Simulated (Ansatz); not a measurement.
**Ti2Si2Pb, from a guessed structure to a relaxed one**

Starting from a made-up structure for Ti2Si2Pb, the aim is the relaxed cell, its shortest contacts and, where a second run follows, its electronic structure.

Main program and level: Ansatz 0.2.0; DFT, PBE, plane-wave PAW, files of the set soft_1, scalar-relativistic, no spin, cell and ions relaxed at zero pressure; PAW set soft_1, in the first sound run; inputs show where later runs differ.

## 1. Starting point

The structure is tetragonal, space group I4/mmm (No. 139). The conventional cell has a = 4.073 Å, b = 4.073 Å, c = 10.363 Å, α = 90.00°, β = 90.00°, γ = 90.00°. Nearest to Pb lie 8 Si at 3.16 Å and 8 Ti at 3.30 Å. Nearest to Ti lie 4 Si at 2.41 Å and 4 Ti at 2.88 Å and 4 Pb at 3.30 Å. Si has 4 Ti at 2.41 Å and 1 Si at 2.62 Å and 4 Pb at 3.16 Å nearest. Farther neighbours are not listed.

## 2. Relaxing cell and atoms

The guess takes its coordinates from another compound and its volume from a rule, so the cell and any free coordinates are relaxed together.

Input file input.yaml:

```yaml
crystal:
  lattice:
    - [-2.0365, 2.0365, 5.1815]
    - [2.0365, -2.0365, 5.1815]
    - [2.0365, 2.0365, -5.1815]
  atoms:
    - { symbol: Pb, position: [0.0, 0.0, 0.0] }
    - { symbol: Ti, position: [0.25, 0.75, 0.5] }
    - { symbol: Ti, position: [0.75, 0.25, 0.5] }
    - { symbol: Si, position: [0.3737, 0.3737, 0.0] }
    - { symbol: Si, position: [0.6263, 0.6263, 0.0] }
kpoints:
  mp_grid: { grid: [9, 9, 9] }
scf:
  occupations: { method: fermi_dirac, width: 0.05 }
hamiltonian:
  xc: pbe
  pseudopotentials: { kind: paw, azcp: { folder: soft_1 } }
relax:
  f_tol: 0.015
  max_steps: 70
  cell: {}
output:
  forces: true
  stress: true
```

Run with:

```
$ ansatz run input.yaml --threads 4 --pin off --max-ram 8192MiB --backend cpu --events-out ev --progress --plain --runs-dir out
```

Numbers of over 12 decimals in the logs are rounded to 6 here.

Log:

```text
basis.fft_grid_basis auto: the FFT boxes are laid along the combinations [[1, 0, 1], [0, 1, 1], [0, 0, 1]] of the cell's own vectors, 4.073, 4.073 and 5.928 Å long. The dense box has 30×30×40 points. Along the cell's own vectors, as sized, it would have 40×40×40, 1.78 times as many. Of the 16 symmetry operations that the crystal satisfies within crystal.symmetry.tolerance (time reversal apart; of a slab, those that k [...]
Engine: ansatz 0.2.0, aarch64-unknown-linux-gnu
Pseudopotentials: kind: paw
Pseudopotential: Pb, paw, valence charge 14, recommended cutoff 420 eV (normal), soft_1/Pb.paw.azcp
Pseudopotential: Ti, paw, valence charge 12, recommended cutoff 420 eV (normal), soft_1/Ti.paw.azcp
Pseudopotential: Si, paw, valence charge 4, recommended cutoff 420 eV (normal), soft_1/Si.paw.azcp
Functional definition: PBE
  parameter kappa = 0.804
  parameter beta = 0.066725
  exchange = pbe_x(kappa = kappa, mu = beta*pi^2/3)
  correlation = pbe_c(beta = beta)
Crystal: 5 atoms, lattice volume = 85.958 Å³
Basis set: ecut = 420 eV, 1677 PW (Γ), FFT grids on a1+a3, a2+a3, a3, exchange–correlation on 60×60×80 points (8 copies of the dense FFT grid, shifted against one another)
Bands: 28, of which v1, the nominal top of the filled ones, is band 23 counted from 1 (22 counted from 0)
Symmetry: 16 space group operations
Space group: I4/mmm (ITA 139), of the structure as read, at distance tolerance 4.4e-5 Å
k-points: 75 of 729
Non-local potential: Pb, projectors of the file, l = 0: 2, l = 1: 2, l = 2: 2, l = 3: 1
Non-local potential: Ti, projectors of the file, l = 0: 3, l = 1: 2, l = 2: 3, l = 3: 1
Non-local potential: Si, projectors of the file, l = 0: 2, l = 1: 2, l = 2: 1
PAW form: soft (Blöchl's): semilocal exchange-correlation on the pseudo side does not see the compensation charge
PAW one-centre angular grid: Pb, 590 points (default); XC on 64 Gauss nodes
PAW one-centre angular grid: Ti, 590 points (default); XC on 64 Gauss nodes
PAW one-centre angular grid: Si, 110 points (default); XC on 64 Gauss nodes
Initial density: superposition of atomic densities (chi_scale 0.1, normalization cell, long waves kept (reshape's long-wave potential 0.01 eV rms))
Initial wavefunctions: pseudopotential atomic-orbital guess
Functional: x = pbe(κ = 0.804, μ = 0.219515), c = pbe(β = 0.066725)
SCF iter   1: F=—  HF=-18187.639225 eV  |F-HF|=—  |Δ(HF+E_count)|=         —  Δρ=1.12e-1  dr2=4.22e1  ethr=3.10e-3  ⟨swp⟩=6.6  Hψ=9825  notcnv=0
preconditioner: auto → Kerker (q_TF=auto, 2.458 Å⁻¹)  [metal: Δε(μ)=0.007 eV  Ē_g=6.931 eV  σ=0.050 eV  W_gap=0.04  n_scr=24 (ndim 8)  ℏωp=21.9 eV  f_vac=0.000  D(μ)=4.57/eV (n_scr^D=36)]
SCF iter   2: F=—  HF=-18182.863679 eV  |F-HF|=—  |Δ(HF+E_count)|=    4.78e0  Δρ=6.10e-2  dr2=1.51e1  ethr=3.10e-3  ⟨swp⟩=3.1  Hψ=4483  notcnv=0
SCF iter   3: F=—  HF=-18179.636245 eV  |F-HF|=—  |Δ(HF+E_count)|=    3.23e0  Δρ=2.21e-2  dr2=1.35e0  ethr=3.10e-3  ⟨swp⟩=4.0  Hψ=4701  notcnv=0
SCF iter   4: F=—  HF=-18179.381743 eV  |F-HF|=—  |Δ(HF+E_count)|=   2.55e-1  Δρ=7.37e-3  dr2=4.21e-2  ethr=2.94e-3  ⟨swp⟩=3.3  Hψ=3709  notcnv=0
SCF iter   5: F=—  HF=-18179.374189 eV  |F-HF|=—  |Δ(HF+E_count)|=   7.55e-3  Δρ=1.22e-3  dr2=1.24e-3  ethr=9.15e-5  ⟨swp⟩=2.3  Hψ=3362  notcnv=0
SCF iter   6: F=—  HF=-18179.373804 eV  |F-HF|=—  |Δ(HF+E_count)|=   3.84e-4  Δρ=5.56e-4  dr2=2.67e-4  ethr=2.69e-6  ⟨swp⟩=2.0  Hψ=2852  notcnv=0
SCF iter   7: F=—  HF=-18179.373798 eV  |F-HF|=—  |Δ(HF+E_count)|=   6.41e-6  Δρ=1.55e-4  dr2=2.51e-5  ethr=5.79e-7  ⟨swp⟩=2.0  Hψ=3196  notcnv=0
SCF iter   8: F=—  HF=-18179.373808 eV  |F-HF|=—  |Δ(HF+E_count)|=   9.62e-6  Δρ=4.87e-5  dr2=3.53e-6  ethr=5.45e-8  ⟨swp⟩=2.0  Hψ=2822  notcnv=0
SCF iter   9: F=—  HF=-18179.373807 eV  |F-HF|=—  |Δ(HF+E_count)|=   1.94e-7  Δρ=9.62e-6  dr2=1.38e-7  ethr=7.67e-9  ⟨swp⟩=2.0  Hψ=2848  notcnv=0
SCF iter  10: F=-18179.373807 eV  HF=-18179.373807 eV  |F-HF|=1.91e-9  |Δ(HF+E_count)|=   8.92e-9  Δρ=2.64e-6  dr2=6.11e-9  ethr=2.17e-10  ⟨swp⟩=5.0  Hψ=7424  notcnv=0
SCF 1 converged in 10 iterations: F = -18179.373807 eV  dr2 = 6.11e-9
  greatest PAW one-centre occupation: 0.999 electrons in one spin orbital (limit 2), on the Ti atom at site 2 (counted from 0), in its partial waves of l = 0
relax step   1: F+E_penalty+E_count = -18179.37380741 eV  Δ(F+E_penalty+E_count) = +0.000e0 eV  max|allowed force component| = 2.669e0 eV/Å  Δτ_max = 0.0000 Å  P = +19.134 GPa  Ω = 85.958 Å³  (10 SCF iters, dr2 threshold 1.00e-7 eV, accepted)
Crystal: 5 atoms, lattice volume = 95.833 Å³
Basis set: ecut = 420 eV, 1897 PW (Γ), FFT grids on a1+a3, a2+a3, a3, exchange–correlation on 60×60×80 points (8 copies of the dense FFT grid, shifted against one another)
Initial density: handed on by an earlier stage of this run
Initial wavefunctions: those handed on with the density
SCF iter   1: F=—  HF=-18180.562345 eV  |F-HF|=—  |Δ(HF+E_count)|=         —  Δρ=2.12e-2  dr2=1.74e0  ethr=3.10e-3  ⟨swp⟩=9.4  Hψ=10866  notcnv=0
preconditioner: auto → Kerker (q_TF=auto, 2.414 Å⁻¹)  [metal: Δε(μ)=0.005 eV  Ē_g=9.587 eV  σ=0.050 eV  W_gap=0.02  n_scr=32 (ndim 8)  ℏωp=20.8 eV  f_vac=0.000  D(μ)=3.60/eV (n_scr^D=32)]
SCF iter   2: F=—  HF=-18180.366927 eV  |F-HF|=—  |Δ(HF+E_count)|=   1.95e-1  Δρ=9.16e-3  dr2=4.26e-1  ethr=3.10e-3  ⟨swp⟩=2.1  Hψ=3019  notcnv=0
SCF iter   3: F=—  HF=-18180.286757 eV  |F-HF|=—  |Δ(HF+E_count)|=   8.02e-2  Δρ=2.64e-3  dr2=3.29e-2  ethr=9.26e-4  ⟨swp⟩=2.2  Hψ=3018  notcnv=0
SCF iter   4: F=—  HF=-18180.279813 eV  |F-HF|=—  |Δ(HF+E_count)|=   6.94e-3  Δρ=8.67e-4  dr2=1.36e-3  ethr=7.14e-5  ⟨swp⟩=2.0  Hψ=2887  notcnv=0
SCF iter   5: F=—  HF=-18180.279564 eV  |F-HF|=—  |Δ(HF+E_count)|=   2.49e-4  Δρ=2.06e-4  dr2=5.13e-5  ethr=2.96e-6  ⟨swp⟩=2.0  Hψ=2926  notcnv=0
SCF iter   6: F=—  HF=-18180.279537 eV  |F-HF|=—  |Δ(HF+E_count)|=   2.68e-5  Δρ=5.56e-5  dr2=5.95e-6  ethr=1.11e-7  ⟨swp⟩=2.0  Hψ=2916  notcnv=0
SCF iter   7: F=—  HF=-18180.279537 eV  |F-HF|=—  |Δ(HF+E_count)|=   3.86e-7  Δρ=1.69e-5  dr2=6.02e-7  ethr=1.29e-8  ⟨swp⟩=2.0  Hψ=2828  notcnv=0
SCF iter   8: F=-18180.279537 eV  HF=-18180.279537 eV  |F-HF|=1.21e-8  |Δ(HF+E_count)|=   3.91e-8  Δρ=4.33e-6  dr2=2.04e-8  ethr=1.09e-9  ⟨swp⟩=4.0  Hψ=6919  notcnv=0
SCF 2 converged in 8 iterations: F = -18180.279537 eV  dr2 = 2.04e-8
relax step   2: F+E_penalty+E_count = -18180.27953743 eV  Δ(F+E_penalty+E_count) = -9.057e-1 eV  max|allowed force component| = 9.245e-1 eV/Å  Δτ_max = 0.0557 Å  P = +3.045 GPa  Ω = 95.833 Å³  energy of the carried Pulay correction = -2.021e-3 eV  (8 SCF iters, dr2 threshold 5.00e-7 eV, accepted)
Crystal: 5 atoms, lattice volume = 97.212 Å³
iter 1 solved again at ethr=3.94e-4 eV; its pass at ethr=3.10e-3 eV (dr2=1.81e-1 eV) is discarded
SCF iter   1: F=—  HF=-18180.388706 eV  |F-HF|=—  |Δ(HF+E_count)|=         —  Δρ=7.23e-3  dr2=1.83e-1  ethr=3.94e-4  ⟨swp⟩=1.0  Hψ=11774  notcnv=0
preconditioner: auto → Kerker (q_TF=auto, 2.408 Å⁻¹)  [metal: Δε(μ)=0.015 eV  Ē_g=9.244 eV  σ=0.050 eV  W_gap=0.08  n_scr=32 (ndim 8)  ℏωp=20.6 eV  f_vac=0.000  D(μ)=3.62/eV (n_scr^D=32)]
SCF iter   2: F=—  HF=-18180.366957 eV  |F-HF|=—  |Δ(HF+E_count)|=   2.17e-2  Δρ=3.11e-3  dr2=3.88e-2  ethr=3.94e-4  ⟨swp⟩=2.1  Hψ=2566  notcnv=0
SCF iter   3: F=—  HF=-18180.359449 eV  |F-HF|=—  |Δ(HF+E_count)|=   7.51e-3  Δρ=7.61e-4  dr2=2.50e-3  ethr=8.43e-5  ⟨swp⟩=2.1  Hψ=3054  notcnv=0
SCF iter   4: F=—  HF=-18180.359023 eV  |F-HF|=—  |Δ(HF+E_count)|=   4.26e-4  Δρ=2.71e-4  dr2=1.26e-4  ethr=5.44e-6  ⟨swp⟩=2.0  Hψ=2641  notcnv=0
SCF iter   5: F=—  HF=-18180.358983 eV  |F-HF|=—  |Δ(HF+E_count)|=   4.02e-5  Δρ=5.84e-5  dr2=5.07e-6  ethr=2.74e-7  ⟨swp⟩=2.0  Hψ=2792  notcnv=0
SCF iter   6: F=-18180.358983 eV  HF=-18180.358983 eV  |F-HF|=7.11e-8  |Δ(HF+E_count)|=   9.15e-8  Δρ=1.56e-5  dr2=3.93e-7  ethr=1.09e-9  ⟨swp⟩=5.0  Hψ=8076  notcnv=0
SCF 3 converged in 6 iterations: F = -18180.358983 eV  dr2 = 3.93e-7
relax step   3: F+E_penalty+E_count = -18180.35898272 eV  Δ(F+E_penalty+E_count) = -7.945e-2 eV  max|allowed force component| = 2.102e-1 eV/Å  Δτ_max = 0.0538 Å  P = +0.603 GPa  Ω = 97.212 Å³  energy of the carried Pulay correction = -2.276e-3 eV  (6 SCF iters, dr2 threshold 5.00e-7 eV, accepted)
Crystal: 5 atoms, lattice volume = 97.627 Å³
iter 1 solved again at ethr=3.07e-5 eV; its pass at ethr=3.10e-3 eV (dr2=1.41e-2 eV) is discarded
SCF iter   1: F=—  HF=-18180.365010 eV  |F-HF|=—  |Δ(HF+E_count)|=         —  Δρ=2.00e-3  dr2=1.42e-2  ethr=3.07e-5  ⟨swp⟩=1.0  Hψ=10227  notcnv=0
preconditioner: auto → Kerker (q_TF=auto, 2.407 Å⁻¹)  [metal: Δε(μ)=0.003 eV  Ē_g=9.158 eV  σ=0.050 eV  W_gap=0.02  n_scr=32 (ndim 8)  ℏωp=20.6 eV  f_vac=0.000  D(μ)=3.68/eV (n_scr^D=32)]
SCF iter   2: F=—  HF=-18180.363360 eV  |F-HF|=—  |Δ(HF+E_count)|=   1.65e-3  Δρ=8.65e-4  dr2=3.16e-3  ethr=3.07e-5  ⟨swp⟩=1.5  Hψ=2165  notcnv=0
SCF iter   3: F=—  HF=-18180.362780 eV  |F-HF|=—  |Δ(HF+E_count)|=   5.80e-4  Δρ=2.01e-4  dr2=1.71e-4  ethr=6.86e-6  ⟨swp⟩=2.0  Hψ=2610  notcnv=0
SCF iter   4: F=—  HF=-18180.362752 eV  |F-HF|=—  |Δ(HF+E_count)|=   2.78e-5  Δρ=7.58e-5  dr2=9.92e-6  ethr=3.72e-7  ⟨swp⟩=2.0  Hψ=2700  notcnv=0
SCF iter   5: F=—  HF=-18180.362750 eV  |F-HF|=—  |Δ(HF+E_count)|=   1.77e-6  Δρ=1.62e-5  dr2=5.77e-7  ethr=2.16e-8  ⟨swp⟩=2.0  Hψ=2787  notcnv=0
SCF iter   6: F=-18180.362750 eV  HF=-18180.362750 eV  |F-HF|=1.55e-9  |Δ(HF+E_count)|=   1.15e-8  Δρ=4.60e-6  dr2=2.56e-8  ethr=1.09e-9  ⟨swp⟩=4.1  Hψ=6670  notcnv=0
SCF 4 converged in 6 iterations: F = -18180.362750 eV  dr2 = 2.56e-8
relax step   4: F+E_penalty+E_count = -18180.36275026 eV  Δ(F+E_penalty+E_count) = -3.768e-3 eV  max|allowed force component| = 1.595e-3 eV/Å  Δτ_max = 0.0147 Å  P = +0.004 GPa  Ω = 97.627 Å³  energy of the carried Pulay correction = -2.352e-3 eV  (6 SCF iters, dr2 threshold 5.00e-7 eV, accepted)
Crystal: 5 atoms, lattice volume = 97.656 Å³
iter 1 solved again at ethr=1.15e-8 eV; its pass at ethr=3.10e-3 eV (dr2=5.29e-6 eV) is discarded
SCF iter   1: F=—  HF=-18180.362770 eV  |F-HF|=—  |Δ(HF+E_count)|=         —  Δρ=5.79e-5  dr2=4.57e-6  ethr=1.15e-8  ⟨swp⟩=3.0  Hψ=12151  notcnv=0
preconditioner: auto → Kerker (q_TF=auto, 2.407 Å⁻¹)  [metal: Δε(μ)=0.011 eV  Ē_g=9.120 eV  σ=0.050 eV  W_gap=0.06  n_scr=32 (ndim 8)  ℏωp=20.6 eV  f_vac=0.000  D(μ)=3.71/eV (n_scr^D=32)]
SCF iter   2: F=—  HF=-18180.362771 eV  |F-HF|=—  |Δ(HF+E_count)|=   7.35e-7  Δρ=3.37e-5  dr2=1.55e-6  ethr=9.93e-9  ⟨swp⟩=1.1  Hψ=2111  notcnv=0
SCF iter   3: F=—  HF=-18180.362771 eV  |F-HF|=—  |Δ(HF+E_count)|=   1.61e-7  Δρ=4.57e-6  dr2=2.89e-8  ethr=3.36e-9  ⟨swp⟩=2.0  Hψ=2727  notcnv=0
iter 4 did not close the SCF: its close was put off for the readings that it lacked (scf_convergence_deferred on its scf_iter line)
SCF iter   4: F=-18180.362771 eV  HF=-18180.362771 eV  |F-HF|=1.15e-9  |Δ(HF+E_count)|=   3.11e-9  Δρ=1.29e-6  dr2=1.92e-9  ethr=6.27e-11  ⟨swp⟩=2.0  Hψ=2855  notcnv=0
iter 5 did not close the SCF: its close was put off for the readings that it lacked (scf_convergence_deferred on its scf_iter line)
SCF iter   5: F=-18180.362771 eV  HF=-18180.362771 eV  |F-HF|=6.55e-11  |Δ(HF+E_count)|=  2.40e-10  Δρ=4.68e-7  dr2=2.06e-10  ethr=4.18e-12  ⟨swp⟩=2.6  Hψ=3580  notcnv=0
SCF iter   6: F=-18180.362771 eV  HF=-18180.362771 eV  |F-HF|=2.18e-11  |Δ(HF+E_count)|=  3.64e-12  Δρ=1.39e-7  dr2=3.55e-11  ethr=1.00e-12  ⟨swp⟩=1.9  Hψ=6038  notcnv=0
SCF 5 converged in 6 iterations: F = -18180.362771 eV  dr2 = 3.55e-11
relax step   5: F+E_penalty+E_count = -18180.36277088 eV  Δ(F+E_penalty+E_count) = -2.062e-5 eV  max|allowed force component| = 1.898e-3 eV/Å  Δτ_max = 0.0005 Å  P = -0.017 GPa  Ω = 97.656 Å³  energy of the carried Pulay correction = -2.357e-3 eV  (6 SCF iters, dr2 threshold 9.92e-9 eV, accepted)
Basis set: ecut = 420 eV, 1897 PW (Γ), FFT grids on a1+a3, a2+a3, a3, exchange–correlation on 60×60×90 points (8 copies of the dense FFT grid, shifted against one another)
Initial wavefunctions: pseudopotential atomic-orbital guess (no wavefunctions were taken with the density)
iter 1 solved again at ethr=2.37e-7 eV; its pass at ethr=3.10e-3 eV (dr2=1.09e-4 eV) is discarded
SCF iter   1: F=—  HF=-18180.364370 eV  |F-HF|=—  |Δ(HF+E_count)|=         —  Δρ=1.75e-4  dr2=3.69e-6  ethr=2.37e-7  ⟨swp⟩=3.1  Hψ=15003  notcnv=0
SCF iter   2: F=—  HF=-18180.364391 eV  |F-HF|=—  |Δ(HF+E_count)|=   2.16e-5  Δρ=9.02e-5  dr2=1.02e-6  ethr=8.03e-9  ⟨swp⟩=2.0  Hψ=3238  notcnv=0
SCF iter   3: F=—  HF=-18180.364403 eV  |F-HF|=—  |Δ(HF+E_count)|=   1.16e-5  Δρ=1.32e-5  dr2=4.28e-8  ethr=2.23e-9  ⟨swp⟩=2.0  Hψ=3191  notcnv=0
SCF iter   4: F=—  HF=-18180.364403 eV  |F-HF|=—  |Δ(HF+E_count)|=   1.65e-7  Δρ=2.72e-6  dr2=3.97e-9  ethr=9.30e-11  ⟨swp⟩=2.3  Hψ=3211  notcnv=0
SCF iter   5: F=—  HF=-18180.364403 eV  |F-HF|=—  |Δ(HF+E_count)|=   1.71e-9  Δρ=5.12e-7  dr2=5.40e-10  ethr=8.63e-12  ⟨swp⟩=2.2  Hψ=3219  notcnv=0
SCF iter   6: F=-18180.364403 eV  HF=-18180.364403 eV  |F-HF|=2.18e-11  |Δ(HF+E_count)|=  3.27e-11  Δρ=1.61e-7  dr2=2.94e-11  ethr=1.00e-12  ⟨swp⟩=3.1  Hψ=8049  notcnv=0
SCF 6 converged in 6 iterations: F = -18180.364403 eV  dr2 = 2.94e-11
relax step   6: F+E_penalty+E_count = -18180.36440320 eV  Δ(F+E_penalty+E_count) = -1.632e-3 eV  max|allowed force component| = 1.621e-3 eV/Å  Δτ_max = 0.0000 Å  P = -0.028 GPa  Ω = 97.656 Å³  stress off target by 4.50e-2 GPa  SCF on the basis re-selected at this cell (its energy is not comparable with the rows above)  (6 SCF iters)
basis re-selected at this cell: Δ(F+E_penalty+E_count) = -1.632e-3 eV, ΔP = -0.011 GPa vs the last step (what re-selecting the basis moved, of the pressure what is left beyond the Pulay correction that the steps carried, after the strain that the cell walked since its last selection, with what the two solves' SCF thresholds leave and, on support functions, any second-order correction that the steps lacked; it is no measure of the basis error at this ecutwfc). The dense FFT grid was sized anew with the basis: this SCF ran on 30×30×45 points, the steps before it on 30×30×40, so part of this shift can come from that change (see relax.cell in the input reference). [rest of the remark cut]
SCF converged after 6 iterations
Free energy (F): -18180.364403 eV
Harris-Foulkes:  -18180.364403 eV  (|F-HF|=2.18e-11)
Internal energy: -18180.334320 eV  (E = F + TS)
E sigma→0 (E₀):  -18180.349361 eV
Entropy (-TS):   -0.030084 eV (-6.017 meV/atom)
Fermi energy:    11.031825 eV
--- Per-component energies (eV) ---
  E_band       = -362.466297
  E_kinetic    = 936.130566
  E_local      = -3209.826454  (includes V_loc(G=0)·N_el)
  E_nonlocal   = 473.784773
  E_hartree    = 1291.677693
  E_xc         = -551.036018
  E_vxc        = -524.525841  (∫ρ·V_xc dr)
  E_paw        = -13501.514611  (= ΣΔE_a)
  E_vpaw       = -621.384421  (= ΣTr[D̂ρ^β])
  E_aug_tail   = -0.000090  (compensation charges beyond the density's cutoff)
  E_ewald      = -3619.550178
  E_smearing   = -0.030084  (= −TS)
  E_closure    = 0.000000  (closes the sum)
  Σ components = -18180.364403   (vs F -18180.364403, Δ=0.00e0)
--- Forces (eV/Å), atoms counted from 1 ---
  atom   1  Pb    -0.00000000    -0.00000000    -0.00000000
  atom   2  Ti    -0.00000000     0.00000000     0.00000000
  atom   3  Ti     0.00000000    -0.00000000     0.00000000
  atom   4  Si     0.00000000    -0.00000000     0.00162122
  atom   5  Si     0.00000000    -0.00000000    -0.00162122
  max |Σ_I F_I| component: 1.39e-17 eV/Å
--- Stress (GPa, compression-positive) ---
       -0.019153       0.000000       0.000000
        0.000000      -0.019153      -0.000000
        0.000000       0.000000      -0.045010
  P = ⅓ Tr σ = -0.0278 GPa (-0.278 kbar)
--- Relaxed structure (5 steps of the walk, 5 accepted, 1 SCFs on fresh bases) ---
  F+E_penalty+E_count = -18180.36440320 eV   max|allowed force component| = 1.621e-3 eV/Å   (the final SCF, on the basis selected at the relaxed cell)
  cell:  # Å, volume = 97.6559 Å³
    - [-2.153730, 2.153730, 5.263273]
    - [2.153730, -2.153730, 5.263273]
    - [2.153730, 2.153730, -5.263273]
  atoms:
    - { symbol: Pb, position: [-1.339167018027059e-19, -1.339167018027059e-19, 0] }
    - { symbol: Ti, position: [0.25, 0.75, 0.5] }
    - { symbol: Ti, position: [0.75, 0.25, 0.5] }
    - { symbol: Si, position: [0.385635, 0.385635, 0] }
    - { symbol: Si, position: [0.614365, 0.614365, 0] }
```

Run time: 13 s. Hardware: 4 threads of Arm Neoverse V2, shared host; peak memory 0.59 GiB; 51 s of CPU time.

Relaxation path:

```
step  energy less that of the first step (eV)  largest force component (eV/Å)  pressure (GPa)  volume (Å³)
   1                                   0.0000                          2.6693           19.13        85.96
   2                                  -0.9057                          0.9245            3.04        95.83
   3                                  -0.9852                          0.2102            0.60        97.21
   4                                  -0.9889                          0.0016            0.00        97.63
   5                                  -0.9890                          0.0019           -0.02        97.66
  6*                                  -0.9906                          0.0016           -0.03        97.66
```

Relaxation steps marked * repeat the geometry before them on a plane-wave basis chosen anew for their cell, so energy and pressure can jump there.

The run keeps the 16 symmetry operations that it works with, so distortions that break them were not tested.

```
conventional cell, symmetrised  before   after   change
                         a (Å)   4.073   4.307   +5.8 %
                         b (Å)   4.073   4.307   +5.8 %
                         c (Å)  10.363  10.527   +1.6 %
              volume (Å³/atom)   17.19   19.53  +13.6 %
```

The atoms that moved most (Å, as changes of fractional coordinates times the final cell):

```
atom     dx     dy      dz  length
 Si4  0.000  0.000   0.126   0.126
 Si5  0.000  0.000  -0.126   0.126
```

The relaxed structure:

```cif
data_structure
_symmetry_space_group_name_H-M 'P 1'
_symmetry_Int_Tables_number 1
_cell_length_a 6.0810
_cell_length_b 6.0810
_cell_length_c 6.0810
_cell_angle_alpha 138.515
_cell_angle_beta 138.515
_cell_angle_gamma 60.116
_cell_volume 97.66
loop_
_atom_site_label
_atom_site_type_symbol
_atom_site_fract_x
_atom_site_fract_y
_atom_site_fract_z
_atom_site_occupancy
Pb1 Pb 0.00000 0.00000 0.00000 1
Ti2 Ti 0.25000 0.75000 0.50000 1
Ti3 Ti 0.75000 0.25000 0.50000 1
Si4 Si 0.38564 0.38564 0.00000 1
Si5 Si 0.61436 0.61436 0.00000 1
```

This step gave:

| Property | Result |
| --- | --- |
| free energy | -18180.3644 eV |
| energy at zero smearing | -18180.3494 eV |
| smearing term TS | 0.03008 eV |
| Fermi energy | 11.03 eV |
| electrons | 46 |
| symmetry operations | 16 |
| pressure | -0.02777 GPa |

The shortest distance of each pair, which need not be the same contact before and after:

```
 pair  guess (Å)  relaxed (Å)
Si–Si      2.618        2.408
Si–Ti      2.406        2.584
Ti–Ti      2.880        3.046
Pb–Si      3.164        3.275
Pb–Ti      3.295        3.401
```

The relaxation ends with a largest force component of 0.0016 eV/Å and a pressure of -0.03 GPa.

(Part 1 of 2 ends here.)

[Logs are printed without paths, hosts, clocks, repeated set-up lines and the standing remarks that a program may print on its own settings, such as how far it seeks lower states.]

[Hosts, paths, dates, database ids (printed as entryN), source tags and the programs' standing remarks are cut or masked in the printed files.]
